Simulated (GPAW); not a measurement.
# Cl/Ir(100): work function by functional and basis, part 2 of 2

Wanted: work functions and dipole of Cl/Ir(100), with the cost of each level.

GPAW 26.7.0; GPAW, PAW setups; slab in vacuum, relaxation (the session's first sound run).

So far, upper work function (eV): step 2 (relaxing the atoms, PBE, GPAW) 5.31; step 5 (self-consistent run: xc = "vdW-DF2", GPAW, PAW setups, GPAW) 5.79; step 6 (self-consistent run: xc = "LDA") 5.57; step 7 (self-consistent run: xc = "RPBE") 5.21; step 8 (OptPBE vdW: xc = "optPBE-vdW", GPAW, PAW setups, GPAW) 5.57.

## 9. Real-space grid: mode = "fd"

A real-space grid is a second complete basis, so it checks the plane-wave result.

Input file run.py:

```python
import json
import numpy as np
from ase import Atoms
from gpaw import GPAW

slab = Atoms(
    ['Ir', 'Ir', 'Ir', 'Ir', 'Cl'],
    positions=[
        [1.35765, 1.35765, 7.00000],
        [0.00000, 0.00000, 8.92000],
        [1.35765, 1.35765, 10.88298],
        [0.00000, 0.00000, 12.76278],
        [1.35765, 1.35765, 14.72677]],
    cell=[[2.71529, 0.0, 0.0], [0.0, 2.71529, 0.0], [0.0, 0.0, 21.4404]],
    pbc=[True, True, False])

slab.calc = GPAW(mode='fd', h=0.18, xc='PBE', kpts={'size': (12, 12, 1), 'gamma': True},
                 occupations={'name': 'fermi-dirac', 'width': 0.1}, nbands='160%',
                 convergence={'density': 1e-05}, maxiter=200,
                 poissonsolver={'dipolelayer': 'xy'},
                 symmetry={'tolerance': 1e-3}, txt='slab.txt')
result = {}
energy = slab.get_potential_energy()
fermi = slab.calc.get_fermi_level()
v = slab.calc.get_electrostatic_potential().mean((0, 1)) - fermi
n = slab.calc.get_pseudo_density().mean((0, 1))
L = slab.cell[2, 2]
z = np.arange(len(v)) * L / len(v)
low, high = slab.positions[:, 2].min(), slab.positions[:, 2].max()
below, above = np.interp([low - 4.8, high + 4.8], z, v)
slopes = [np.interp(x, z, np.gradient(v, z)) for x in (low - 4.8, high + 4.8)]
eps = np.array([[slab.calc.get_eigenvalues(k, s) for k in range(len(slab.calc.get_ibz_k_points()))]
                for s in range(slab.calc.get_number_of_spins())]) - fermi
top, bottom = eps[eps < 0].max(), eps[eps > 0].min()
dipole = slab.get_dipole_moment()[2]
print(f'energy {energy:.4f} eV, Fermi level {fermi:.4f} eV, dipole {dipole:.5f} e A')
print(f'potential 4.8 A off the faces, from the Fermi level: lower {below:.4f} eV, upper {above:.4f} eV')
print(f'slope of the potential there: lower {slopes[0]:.5f}, upper {slopes[1]:.5f} eV/A')
print(f'nearest levels on the mesh: {top:.4f} and {bottom:.4f} eV')
print('magnetic moment', round(slab.get_magnetic_moment(), 3))
result.update(energy=energy, fermi=fermi, dipole=dipole, below=below, above=above, slopes=slopes, edges=[top, bottom],
              z=z.tolist(), v=v.tolist(), n=n.tolist(), positions=slab.positions.tolist(),
              forces=slab.get_forces(apply_constraint=False).tolist(), moments=slab.get_magnetic_moments().tolist())
json.dump(result, open('result.json', 'w'))
```

Command:

```sh
OMP_NUM_THREADS=1 OPENBLAS_NUM_THREADS=1 python run.py
```

What it wrote:

```text
energy -36.5806 eV, Fermi level -5.4406 eV, dipole 0.01085 e A
potential 4.8 A off the faces, from the Fermi level: lower 5.5736 eV, upper 5.3075 eV
slope of the potential there: lower -0.00041, upper 0.00004 eV/A
nearest levels on the mesh: -0.0037 and 0.0393 eV
magnetic moment 0.0
```

Run time: 13 min. Hardware: 1 thread of Arm Neoverse V2, shared host; peak memory 1.2 GiB.

This step gave:

```yaml
dipole_along_the_normal: 0.01085 e·Å
levels_nearest_the_fermi_level_on_the_mesh: -0.003711, 0.03933 eV from the Fermi level
upper_work_function: 5.307 eV
lower_work_function: 5.574 eV
```

Electrostatic potential energy of an electron (without an applied field's), less the Fermi level, planar mean against z:

| z (Å) | electrostatic potential energy of an electron (without an applied field's), less the Fermi level, planar mean (eV) |
| --- | --- |
| 0.0 | 5.44 |
| 0.5 | 5.57 |
| 1.0 | 5.57 |
| 1.5 | 5.57 |
| 2.0 | 5.57 |
| 2.5 | 5.57 |
| 3.0 | 5.57 |
| 3.5 | 5.57 |
| 4.0 | 5.55 |
| 4.5 | 5.49 |
| 5.0 | 5.26 |
| 5.5 | 4.34 |
| 6.0 | 0.747 |
| 6.5 | -11.9 |
| 7.0 | -25.9 |
| 7.5 | -12.8 |
| 8.0 | -4.49 |
| 8.5 | -16.1 |
| 9.0 | -26.1 |
| 9.5 | -10.6 |
| 10.0 | -4.57 |
| 10.5 | -17.7 |
| 11.0 | -25.8 |
| 11.5 | -9.91 |
| 12.0 | -6.53 |
| 12.5 | -21.6 |
| 13.0 | -22.4 |
| 13.5 | -5.96 |
| 14.0 | -2.41 |
| 14.5 | -17.2 |
| 15.0 | -14.6 |
| 15.5 | 0.923 |
| 16.0 | 4.51 |
| 16.5 | 5.16 |
| 17.0 | 5.28 |
| 17.5 | 5.30 |
| 18.0 | 5.31 |
| 18.5 | 5.31 |
| 19.0 | 5.31 |
| 19.5 | 5.31 |
| 20.0 | 5.31 |
| 20.5 | 5.31 |
| 21.0 | 5.31 |

The upper face's work function is 5.307 eV, against 5.310 eV in the first plane-wave PBE run at this geometry.

## 10. Atomic orbitals: mode = "lcao"

Atom-centred orbitals end a few angstrom from the surface, which tests how much the density's tail matters.

run.py: that of step 9 with these lines changed.

```diff
@@ -16,4 +16,4 @@
 
-slab.calc = GPAW(mode='fd', h=0.18, xc='PBE', kpts={'size': (12, 12, 1), 'gamma': True},
-                 occupations={'name': 'fermi-dirac', 'width': 0.1}, nbands='160%',
+slab.calc = GPAW(mode='lcao', basis='dzp', h=0.18, xc='PBE', kpts={'size': (12, 12, 1), 'gamma': True},
+                 occupations={'name': 'fermi-dirac', 'width': 0.1}, nbands='120%',
                  convergence={'density': 1e-05}, maxiter=200,
```

What it wrote:

```text
energy -34.9788 eV, Fermi level -5.4540 eV, dipole 0.01273 e A
potential 4.8 A off the faces, from the Fermi level: lower 5.6101 eV, upper 5.2977 eV
slope of the potential there: lower -0.00038, upper -0.00000 eV/A
nearest levels on the mesh: -0.0074 and 0.0236 eV
magnetic moment 0.0
```

The job ended after 15 min (1 thread; peak memory 0.39 GiB).

This step gave:

- dipole along the normal: 0.01273 e·Å
- levels nearest the Fermi level on the mesh: -0.007405, 0.02359 eV from the Fermi level
- upper work function: 5.298 eV
- lower work function: 5.610 eV

The upper face's work function is 5.298 eV, against 5.310 eV in the first plane-wave PBE run at this geometry.

## 11. Cost and result by level

Times are for 1 thread of Arm Neoverse V2, shared host. The series side by side:

| no. | run | upper work function (eV) | lower work function (eV) | time | memory (GiB) |
| --- | --- | --- | --- | --- | --- |
| 1 | pw | 5.310 | 5.573 | 2 min | 0.24 |
| 2 | revPBE | 5.205 | 5.442 | 2 min | 0.24 |
| 3 | vdW DF2 | 5.786 | 5.843 | 2.2 min | 0.35 |
| 4 | LDA | 5.567 | 5.918 | 2 min | 0.24 |
| 5 | RPBE | 5.207 | 5.423 | 2 min | 0.24 |
| 6 | optPBE vdW | 5.572 | 5.732 | 2.3 min | 0.35 |
| 7 | fd | 5.307 | 5.574 | 13 min | 1.2 |
| 8 | lcao | 5.298 | 5.610 | 15 min | 0.39 |

## 12. Side by side

Results and costs are gathered.

This step: comparison of work functions, dipole and cost (GPAW 26.7.0).

Ladder, by row:

| step | code | work function, upper (eV) | work function, lower (eV) | dipole (e Å) | wall time (s) | peak memory (GiB) | threads |
| --- | --- | --- | --- | --- | --- | --- | --- |
| pw | GPAW | 5.31 | 5.573 | 0.0108 | 121.5 | 0.24 | 1 |
| revPBE | GPAW | 5.205 | 5.442 | 0.009742 | 122 | 0.24 | 1 |
| vdW-DF2 | GPAW | 5.786 | 5.843 | 0.002438 | 130.4 | 0.35 | 1 |
| LDA | GPAW | 5.567 | 5.918 | 0.01438 | 121.7 | 0.24 | 1 |
| RPBE | GPAW | 5.207 | 5.423 | 0.008882 | 121.4 | 0.24 | 1 |
| optPBE-vdW | GPAW | 5.572 | 5.732 | 0.006605 | 135.4 | 0.35 | 1 |
| fd | GPAW | 5.307 | 5.574 | 0.01085 | 764.5 | 1.23 | 1 |
| lcao | GPAW | 5.298 | 5.61 | 0.01273 | 916.8 | 0.39 | 1 |

## 13. Summary of results

```json
{
  "work function, upper and lower face": "5.310 and 5.573 eV",
  "dipole along the normal": "0.0108 e Å"
}
```

**Reading.** With plane waves and PBE the work function is 5.31 eV on the upper face and 5.57 eV on the lower. The two faces differ by 0.26 eV, the step that the slab's dipole makes (e p/(ε0 A) gives 0.27 eV), so the dipole layer is needed. Over the sound runs of the table the upper face's work function spans 5.205 (revPBE) to 5.786 eV (vdW-DF2). The cell of 7.37 Å² holds one Cl, started on one chosen site; other sites and coverages weren't tried. The in-plane lattice was kept as typed, which isn't the functional's own and leaves some strain; spin-orbit coupling and temperature are left out.

[Logs are printed without paths, hosts, clocks, repeated set-up lines and the standing remarks that a program may print on its own settings, such as how far it seeks lower states.]

[Hosts, paths, dates, database ids (printed as entryN), source tags and the programs' standing remarks are cut or masked in the printed files.]
